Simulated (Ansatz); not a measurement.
# KZnF3: optical spectrum from first principles

What colour and refractive index does KZnF3 have at this level of theory?

Program: Ansatz 0.2.0. Level of theory: DFT, PBE, plane-wave PAW, default files, scalar-relativistic, independent-particle optical response without local fields. Results are calculated unless marked as measured.

**1. The starting structure**

The structure is cubic, space group Pm-3m (No. 221). The conventional cell has a = 4.050 Å, b = 4.050 Å, c = 4.050 Å, α = 90.00°, β = 90.00°, γ = 90.00°. Nearest to Zn lie 6 F at 2.02 Å. K has 12 F at 2.86 Å nearest. Nearest to F lie 2 Zn at 2.02 Å and 4 K at 2.86 Å. Farther neighbours and most contacts between anions are not listed.

**2. Ground state and bands**

The self-consistent density comes first; it also tells whether there is a gap, which decides the occupations and the need for a Drude term.

This step: DFT, PBE, plane-wave PAW, default files, scalar-relativistic, ground state (Ansatz 0.2.0).

input.yaml reads:

```yaml
crystal:
  lattice:
    - [4.05, 0.0, 0.0]
    - [0.0, 4.05, 0.0]
    - [0.0, 0.0, 4.05]
  atoms:
    - { symbol: Zn, position: [0.5, 0.5, 0.5] }
    - { symbol: K, position: [0.0, 0.0, 0.0] }
    - { symbol: F, position: [0.5, 0.0, 0.5] }
    - { symbol: F, position: [0.0, 0.5, 0.5] }
    - { symbol: F, position: [0.5, 0.5, 0.0] }
kpoints:
  mp_grid: { grid: [6, 6, 6] }
  band_path:
    path:
      - [[0.0, 0.0, 0.0], [0.0, 0.5, 0.0], [0.5, 0.5, 0.0], [0.0, 0.0, 0.0], [0.5, 0.5, 0.5], [0.0, 0.5, 0.0]]
      - [[0.5, 0.5, 0.0], [0.5, 0.5, 0.5]]
    npoints: 10
scf:
  occupations: { method: fermi_dirac, width: 0.05 }
  n_extra_bands: 9
hamiltonian:
  xc: pbe
  pseudopotentials: { kind: paw }
output:
  forces: true
  stress: true
  populations: true
  write_bands: true
  write_density: true
  write_potential: true
  elf: true
  volumetric_format: npy
```

The run is started by

```sh
$ ansatz run input.yaml --threads 4 --pin off --max-ram 8192MiB --backend cpu --events-out ev --progress --plain --runs-dir out
```

Numbers of over 12 decimals in the logs are rounded to 6 here.

The log of the run:

```text
scf.n_extra_bands = 9 over 21 filled bands (N_el = 42.0): the run solves 30 bands
Engine: ansatz 0.2.0, aarch64-unknown-linux-gnu
Pseudopotentials: kind: paw
Pseudopotential: Zn, paw, valence charge 12, recommended cutoff 420 eV (normal), Zn.paw.azcp
Pseudopotential: K, paw, valence charge 9, recommended cutoff 420 eV (normal), K.paw.azcp
Pseudopotential: F, paw, valence charge 7, recommended cutoff 420 eV (normal), F.paw.azcp
Functional definition: PBE
  parameter kappa = 0.804
  parameter beta = 0.066725
  exchange = pbe_x(kappa = kappa, mu = beta*pi^2/3)
  correlation = pbe_c(beta = beta)
Crystal: 5 atoms, lattice volume = 66.430 Å³
Basis set: ecut = 420 eV, 1309 PW (Γ), exchange–correlation on 60×60×60 points (8 copies of the dense FFT grid, shifted against one another)
Bands: 30, of which v1, the nominal top of the filled ones, is band 21 counted from 1 (20 counted from 0)
Symmetry: 48 space group operations
Space group: Pm-3m (ITA 221), of the structure as read, at distance tolerance 4.1e-5 Å
k-points: 20 of 216
Non-local potential: Zn, projectors of the file, l = 0: 2, l = 1: 2, l = 2: 3, l = 3: 1
Non-local potential: K, projectors of the file, l = 0: 3, l = 1: 2, l = 2: 2
Non-local potential: F, projectors of the file, l = 0: 2, l = 1: 2, l = 2: 1
PAW form: soft (Blöchl's): semilocal exchange-correlation on the pseudo side does not see the compensation charge
PAW one-centre angular grid: Zn, 590 points (default); XC on 64 Gauss nodes
PAW one-centre angular grid: K, 110 points (default); XC on 64 Gauss nodes
PAW one-centre angular grid: F, 110 points (default); XC on 64 Gauss nodes
Initial density: superposition of atomic densities (neutral atoms: chi_scale 0, normalization atom), corrected by the library's trained network
Initial wavefunctions: pseudopotential atomic-orbital guess
Functional: x = pbe(κ = 0.804, μ = 0.219515), c = pbe(β = 0.066725)
SCF iter   1: F=—  HF=-7286.257069 eV  |F-HF|=—  |Δ(HF+E_count)|=         —  Δρ=5.20e-4  dr2=6.74e-5  ethr=1.77e-3  ⟨swp⟩=5.8  Hψ=2999  notcnv=0  defer=8
preconditioner: auto → Resta (q_TF=auto, 2.528 Å⁻¹)  ε∞=3.5  [insulator: Δε(μ)=3.853 eV  Ē_g=18.575 eV  σ=0.050 eV  W_gap=1.00  n_scr=18 (ndim 8)  ℏωp=29.5 eV  f_vac=0.047  D(μ)=0.00/eV (n_scr^D=0)  ε∞_Penn≈3.5]
SCF iter   2: F=—  HF=-7286.257498 eV  |F-HF|=—  |Δ(HF+E_count)|=   4.29e-4  Δρ=3.38e-4  dr2=6.33e-5  ethr=1.60e-7  ⟨swp⟩=2.0  Hψ=1180  notcnv=0  defer=24
SCF iter   3: F=—  HF=-7286.257607 eV  |F-HF|=—  |Δ(HF+E_count)|=   1.09e-4  Δρ=2.07e-4  dr2=1.59e-5  ethr=1.51e-7  ⟨swp⟩=2.0  Hψ=943  notcnv=0  defer=24
SCF iter   4: F=—  HF=-7286.257619 eV  |F-HF|=—  |Δ(HF+E_count)|=   1.26e-5  Δρ=7.17e-5  dr2=2.26e-6  ethr=3.78e-8  ⟨swp⟩=2.1  Hψ=874  notcnv=0  defer=24
SCF iter   5: F=—  HF=-7286.257620 eV  |F-HF|=—  |Δ(HF+E_count)|=   8.18e-7  Δρ=1.75e-5  dr2=1.52e-7  ethr=5.38e-9  ⟨swp⟩=2.0  Hψ=888  notcnv=0  defer=24
SCF iter   6: F=-7286.257620 eV  HF=-7286.257620 eV  |F-HF|=1.04e-7  |Δ(HF+E_count)|=   2.46e-8  Δρ=1.40e-5  dr2=6.11e-8  ethr=2.38e-10  ⟨swp⟩=11.5  Hψ=4122  notcnv=0
SCF 1 converged in 6 iterations: F = -7286.257620 eV  dr2 = 6.11e-8
  Residual-converged pass: ⟨swp⟩=1.1  Hψ=683  notcnv=0  max |occ|·‖R‖ = 6.9e-9 eV (tolerance 1.0e-8 eV)  dr2=6.11e-8  dr2_onsite=9.95e-8  max |Δocc| = 5.2e-28
  greatest PAW one-centre occupation: 0.994 electrons in one spin orbital (limit 2), on the Zn atom at site 0 (counted from 0), in its partial waves of l = 2
NSCF: frozen V_eff on 62 k-points
SCF converged after 6 iterations
Free energy (F): -7286.257620 eV
Harris-Foulkes:  -7286.257620 eV  (|F-HF|=1.04e-7)
Internal energy: -7286.257620 eV  (E = F + TS)
E sigma→0 (E₀):  -7286.257620 eV
Fermi energy:    6.222366 eV
--- Per-component energies (eV) ---
  E_band       = -149.185129
  E_kinetic    = 1007.002648
  E_local      = -4054.984613  (includes V_loc(G=0)·N_el)
  E_nonlocal   = 857.949856
  E_hartree    = 1602.098844
  E_xc         = -511.252066
  E_vxc        = -523.237367  (∫ρ·V_xc dr)
  E_paw        = -3220.933911  (= ΣΔE_a)
  E_vpaw       = -640.108131  (= ΣTr[D̂ρ^β])
  E_aug_tail   = 0.005808  (compensation charges beyond the density's cutoff)
  E_ewald      = -2966.144187
  E_smearing   = -0.000000  (= −TS)
  E_closure    = -0.000000  (closes the sum)
  Σ components = -7286.257620   (vs F -7286.257620, Δ=0.00e0)
--- Forces (eV/Å), atoms counted from 1 ---
  atom   1  Zn     0.00000000     0.00000000     0.00000000
  atom   2  K     -0.00000000     0.00000000    -0.00000000
  atom   3  F      0.00000000    -0.00000000     0.00000000
  atom   4  F      0.00000000     0.00000000     0.00000000
  atom   5  F      0.00000000    -0.00000000     0.00000000
  max |Σ_I F_I| component: 5.09e-29 eV/Å
--- Stress (GPa, compression-positive) ---
        4.553227       0.000000       0.000000
        0.000000       4.553227       0.000000
        0.000000       0.000000       4.553227
  P = ⅓ Tr σ = 4.5532 GPa (45.532 kbar)
--- Band table (eV; the first three rows and the last of 20) ---
  k-point 0: bands = [... 17 lower, 2.1862, 2.3939, 2.3939, 2.3939, 8.0831, 12.9605, 12.9605, 13.6840, ... 5 higher]
  k-point 1: bands = [... 17 lower, 2.2192, 2.3839, 2.4105, 2.4105, 8.6191, 13.1569, 13.1819, 13.9585, ... 5 higher]
  k-point 2: bands = [... 17 lower, 2.2303, 2.4859, 2.4859, 2.5320, 9.8896, 13.0573, 13.6495, 15.0446, ... 5 higher]
  k-point 19: bands = [... 17 lower, 2.7622, 2.7622, 4.2205, 4.2205, 12.7008, 12.7008, 12.7008, 14.5025, ... 5 higher]
--- Löwdin populations: 5 sites ---
  site symbol       q [e]
     0     Zn     10.4402
     1      K      8.1914
     2      F      7.7269
     3      F      7.7269
     4      F      7.7269
  spilling = 0.004469 (of n_electrons = 42.000000)
```

Run time: 2.2 s. Hardware: 4 threads of Arm Neoverse V1, shared host; peak memory 0.36 GiB.

In the SCF lines HF is the Harris–Foulkes energy and dr2 the Hartree energy of the density residual, in eV; the loop may stop once dr2 is under the threshold and the program's other checks hold. Hψ counts applications of the Hamiltonian.

Numbers from this step:

```
free energy                  : -7286.2576 eV
Fermi energy                 : 6.222 eV
gap by band count            : 3.863 eV
electrons                    : 42
symmetry operations          : 48
pressure                     : 4.553 GPa
gap on the k-mesh            : 3.863 eV
volume                       : 66.43 Å³
gap on the path              : 3.863 eV
least direct gap on the path : 5.689 eV
```

There is a gap, 3.86 eV on the path, so no carriers' term is needed. The cell is left with a pressure of 4.6 GPa, as it stands unrelaxed at this level.

Electronic bands along the path, in eV, zero at the Fermi level; v1 is the highest filled band, c1 the lowest empty one:

```csv
point,v4,v3,v2,v1,c1,c2,c3,c4
Γ,-4.04,-3.83,-3.83,-3.83,1.86,6.74,6.74,7.46
halfway,-3.99,-3.78,-3.78,-3.78,2.98,6.98,7.19,8.17
X,-4.00,-3.69,-3.69,-3.59,4.62,6.35,7.68,9.08
halfway,-3.88,-3.73,-3.64,-2.64,5.20,6.95,8.16,8.69
M,-3.78,-3.78,-3.48,-2.00,6.09,8.15,8.20,8.20
halfway,-3.89,-3.86,-3.80,-3.02,3.82,7.38,7.73,8.39
Γ,-4.04,-3.83,-3.83,-3.83,1.86,6.74,6.74,7.46
halfway,-3.98,-3.76,-3.05,-3.05,4.45,7.80,7.80,8.54
R,-3.46,-3.46,-2.00,-2.00,6.48,6.48,6.48,8.28
halfway,-3.72,-3.60,-3.12,-2.51,5.57,7.07,7.83,8.68
X,-4.00,-3.69,-3.69,-3.59,4.62,6.35,7.68,9.08
jump to M,-3.78,-3.78,-3.48,-2.00,6.09,8.15,8.20,8.20
halfway,-3.68,-3.47,-2.94,-2.00,6.25,7.13,7.13,8.86
R,-3.46,-3.46,-2.00,-2.00,6.48,6.48,6.48,8.28
```

Valence density in the ac plane at fractional y = 0.500, with atoms of Zn and F within 0.2 Å of it. It is the smooth field of the valence electrons, not physical close to the nuclei.

Ten steps, logarithmic in the rise over the least value, from '_' (0 e/Å³) to '@' (34 e/Å³), each cell a mean:
```
________::==**##++--..______
________..::==++==::________
__________..::::....________
....______..........______..
==--......::--==--......::--
**++--....--**##++--....==++
##**--::::++@@@@##==..::++##
##**--..::==%%@@**--..::==**
==--::....::==++--::....::==
::....____..::::....____..::
__________....::....________
________..::------..________
________..--****++--..______
________::==####**==..______
```
Atoms in or near the plane, at fractional coordinates: Zn at (0.50, 0.50), F at (0.00, 0.50), F at (0.50, 0.00).

Electrostatic potential energy in the ac plane at fractional y = 0.500, with atoms of Zn and F within 0.2 Å of it. With pseudopotentials it is smooth inside the atoms' cores, unlike the true potential.

Ten even steps from '_' (-39 eV) to '@' (11 eV), each cell a mean:
```
@@@@@@@@@@++____::**@@@@@@@@
@@@@@@@@@@%%==--++%%@@@@@@@@
@@@@@@@@@@@@%%%%@@@@@@@@@@@@
@@@@@@@@@@%%######%%@@@@@@@@
++##@@@@%%++----==**%%@@%%**
..::##%%**--....::==##@@++::
____++%%++::____..--##%%--__
__..**%%++::____..--##%%==__
==++@@@@##==::::--++%%@@%%++
@@@@@@@@%%##++++**%%@@@@@@@@
@@@@@@@@@@@@%%%%%%@@@@@@@@@@
@@@@@@@@@@@@**++##@@@@@@@@@@
@@@@@@@@@@++..__::##@@@@@@@@
@@@@@@@@@@==____..++@@@@@@@@
```
Atoms in or near the plane, at fractional coordinates: Zn at (0.50, 0.50), F at (0.00, 0.50), F at (0.50, 0.00).

**3. Spectrum**

With the density converged, the vertical transitions are summed over the zone.

This step: DFT, PBE, plane-wave PAW, default files, scalar-relativistic, independent-particle optical response without local fields (Ansatz 0.2.0).

input.yaml, the sections that differ from step 2:

```yaml
kpoints:
  mp_grid: { grid: [6, 6, 6] }
scf:
  occupations: { method: fixed }
output:
  optics:
    e_range: [0, 20]
    de: 0.05
    sigma: 0.1
    nscf_kmesh: { grid: [6, 6, 6] }
    bands: { spectra_wanted_up_to: 20 }
# crystal, hamiltonian: as in step 2
```

The log of the run:

```text
[...]
Crystal: 5 atoms, lattice volume = 66.430 Å³
Basis set: ecut = 420 eV, 1309 PW (Γ)
Bands: 26, of which v1, the nominal top of the filled ones, is band 21 counted from 1 (20 counted from 0)
Symmetry: 48 space group operations
[...]
k-points: 20 of 216
[...]
SCF iter   1: F=—  HF=-7286.257014 eV  |F-HF|=—  |Δ(HF+E_count)|=         —  Δρ=5.37e-4  dr2=1.05e-4  ethr=1.77e-3  ⟨swp⟩=4.5  Hψ=2238  notcnv=0  defer=37
[...]
SCF iter  10: F=-7286.257348 eV  HF=-7286.257348 eV  |F-HF|=0.00e0  |Δ(HF+E_count)|=  9.09e-13  Δρ=2.02e-8  dr2=2.23e-13  ethr=1.00e-12  ⟨swp⟩=7.1  Hψ=1822  notcnv=0
SCF 1 converged in 10 iterations: F = -7286.257348 eV  dr2 = 2.23e-13
[...]
NSCF: frozen V_eff on 20 k-points
output.optics: what the bands over the 53 summed would add to eps1, eps2 and the energy-loss function is held between a lower and an upper bound (7 Lanczos steps). eps1, eps2 and their loss function (loss_summed_bands) are given on every row as the summed bands alone make them. Along an axis, on a row where the two bounds hold the loss function to about 1 % of the greater of itself and 0.5 % of |1/eps|, its cell (loss_completed) is given, with the completed eps1 and eps2 that it is formed of (a cell that is left empty reads nan in the table and null in the record). The two bounds hold it so along every axis on all 401 rows up to 20.000 eV. [rest of the remark cut]
SCF converged after 10 iterations
Free energy (F): -7286.257348 eV
[...]
Internal energy: -7286.257348 eV  (E = F + TS)
E sigma→0 (E₀):  -7286.257348 eV
Fermi energy:    4.220947 eV
[...]
--- Band table (eV; the first three rows and the last of 20) ---
  k-point 0: bands = [... 17 lower, 2.1861, 2.3938, 2.3938, 2.3938, 8.0833, 12.9608, 12.9608, 13.6842, ... 1 higher]
  k-point 1: bands = [... 17 lower, 2.2191, 2.3840, 2.4104, 2.4104, 8.6192, 13.1572, 13.1822, 13.9587, ... 1 higher]
  k-point 2: bands = [... 17 lower, 2.2301, 2.4860, 2.4860, 2.5326, 9.8897, 13.0575, 13.6499, 15.0449, ... 1 higher]
  k-point 19: bands = [... 17 lower, 2.7621, 2.7621, 4.2209, 4.2209, 12.7007, 12.7007, 12.7007, 14.5028, ... 1 higher]
```

The job ended after 11 s (4 threads; peak memory 0.7 GiB).

Read-outs, printed or worked out from the files:

```
electronic dielectric constant ε∞, mean over x, y and z (by symmetry where fewer were run) : 2.467
absorption onset, first axis (α over 10⁴ cm⁻¹, or the direct gap if that lies higher)      : 5.689 eV
main peak of Im epsilon, first axis                                                        : 13.06 eV
least direct gap on the mesh                                                               : 5.689 eV
bands summed                                                                               : 53
spectra valid up to                                                                        : 30.76 eV
program's estimate of the k-sum error in Im epsilon                                        : 0.06 %
electrons in the f-sum                                                                     : 18.21
```

The Im ε, any direction has structure finer than the step of the table below, so its rows give means over 0.5 eV, whole bins alone (the curve runs from 0 to 20 eV). Peaks (eV: height): 7.85: 1.81, 8.65: 1.56, 11.10: 1.99, 13.05: 3.19, 15.30: 2.22.

Table of Im ε, any direction by photon energy; means over each step:

```csv
photon energy (eV),"Im ε, any direction"
5.0,0
5.5,0.0312
6.0,0.540
6.5,0.931
7.0,1.19
7.5,1.43
8.0,1.44
8.5,1.27
9.0,0.953
9.5,0.909
10.0,0.903
10.5,1.17
11.0,1.85
11.5,1.53
12.0,0.821
12.5,0.946
13.0,2.26
13.5,1.64
14.0,1.41
14.5,1.19
15.0,1.71
15.5,1.88
16.0,1.50
16.5,1.49
17.0,1.43
17.5,1.05
18.0,0.855
18.5,0.971
19.0,0.886
19.5,1.57
```

The Re ε, any direction by photon energy:

```csv
photon energy (eV),"Re ε, any direction"
0,2.47
1,2.48
2,2.51
3,2.58
4,2.69
5,2.92
6,3.49
7,3.13
8,2.05
9,2.08
10,2.36
11,2.52
12,1.83
13,3.07
14,1.46
15,2.29
16,1.48
17,1.21
18,1.51
19,1.98
20,1.99
```

Table of refractive index n and extinction k by photon energy:

```csv
photon energy (eV),n,k
0.0,1.57,0
0.5,1.57,0
1.0,1.57,0
1.5,1.58,0
2.0,1.58,0
2.5,1.59,0
3.0,1.61,0
3.5,1.62,0
4.0,1.64,0
4.5,1.67,0
5.0,1.71,0
5.5,1.79,1.3e-4
6.0,1.87,0.149
6.5,1.84,0.254
7.0,1.80,0.332
7.5,1.76,0.403
8.0,1.51,0.490
8.5,1.67,0.384
9.0,1.47,0.305
9.5,1.61,0.268
10.0,1.56,0.249
10.5,1.72,0.325
11.0,1.69,0.576
11.5,1.43,0.522
12.0,1.38,0.265
12.5,1.69,0.274
13.0,1.90,0.748
13.5,1.44,0.545
14.0,1.31,0.511
14.5,1.45,0.396
15.0,1.60,0.519
15.5,1.32,0.692
16.0,1.34,0.552
16.5,1.29,0.569
17.0,1.25,0.590
17.5,1.15,0.442
18.0,1.27,0.320
18.5,1.32,0.379
19.0,1.44,0.309
19.5,1.68,0.485
20.0,1.57,0.692
```

The loss function −Im 1/ε at q → 0, any direction has structure finer than the step of the table below, so its rows give means over 1 eV, whole bins alone (the curve runs from 0 to 20 eV). Peaks (eV: height): 8.0: 0.231, 8.8: 0.239, 11.8: 0.307, 13.2: 0.358, 13.9: 0.353, 17.4: 0.476.

Loss function −Im 1/ε at q → 0, any direction against energy loss; means over each step:

```csv
energy loss (eV),"loss function −Im 1/ε at q → 0, any direction"
5,1.4e-6
6,0.0406
7,0.106
8,0.171
9,0.171
10,0.131
11,0.201
12,0.201
13,0.209
14,0.293
15,0.244
16,0.359
17,0.413
18,0.312
19,0.196
```

The reflectivity at normal incidence, any direction has structure finer than the step of the table below, so its rows give means over 1 eV, whole bins alone (the curve runs from 0 to 20 eV). Peaks (eV: height): 7.8: 10.1, 8.6: 8.65, 11.0: 10.7, 13.1: 16.5, 15.3: 11.8.

Table of reflectivity at normal incidence, any direction by photon energy; means over each step:

```csv
photon energy (eV),"reflectivity at normal incidence, any direction (%)"
1,4.98
2,5.13
3,5.40
4,5.90
5,6.93
6,9.29
7,9.46
8,8.13
9,6.22
10,6.82
11,9.50
12,5.46
13,10.7
14,6.95
15,8.98
16,7.80
17,6.91
18,3.95
19,5.46
```

At chosen wavelengths:

```csv
wavelength (nm),n,k,R (%),1/α
1550,1.57,0.000,5.0,over 1 mm
1064,1.58,0.000,5.0,over 1 mm
633,1.58,0.000,5.1,over 1 mm
405,1.61,0.000,5.4,over 1 mm
365,1.62,0.000,5.6,over 1 mm
308,1.64,0.000,5.9,over 1 mm
248,1.71,0.000,6.8,over 1 mm
```

Through 1 µm of it, D65 light comes out colourless (x = 0.313, y = 0.329; 90 % transmitted).

The f-sum over the summed bands holds 18.2 of the cell's 42 electrons outside the frozen cores, 14 of which lie in bands more than 12 eV below the Fermi level, whose transitions come at higher energies. Up to 20 eV the strength has a mean oscillator energy of 12.5 eV, and these transitions give 67 % of ε∞ − 1 along x; the rest comes from higher ones.

[end of part 1 of 2]

[Logs are printed without paths, hosts, clocks, repeated set-up lines and the standing remarks that a program may print on its own settings, such as how far it seeks lower states.]

[Hosts, paths, dates, database ids (printed as entryN), source tags and the programs' standing remarks are cut or masked in the printed files.]
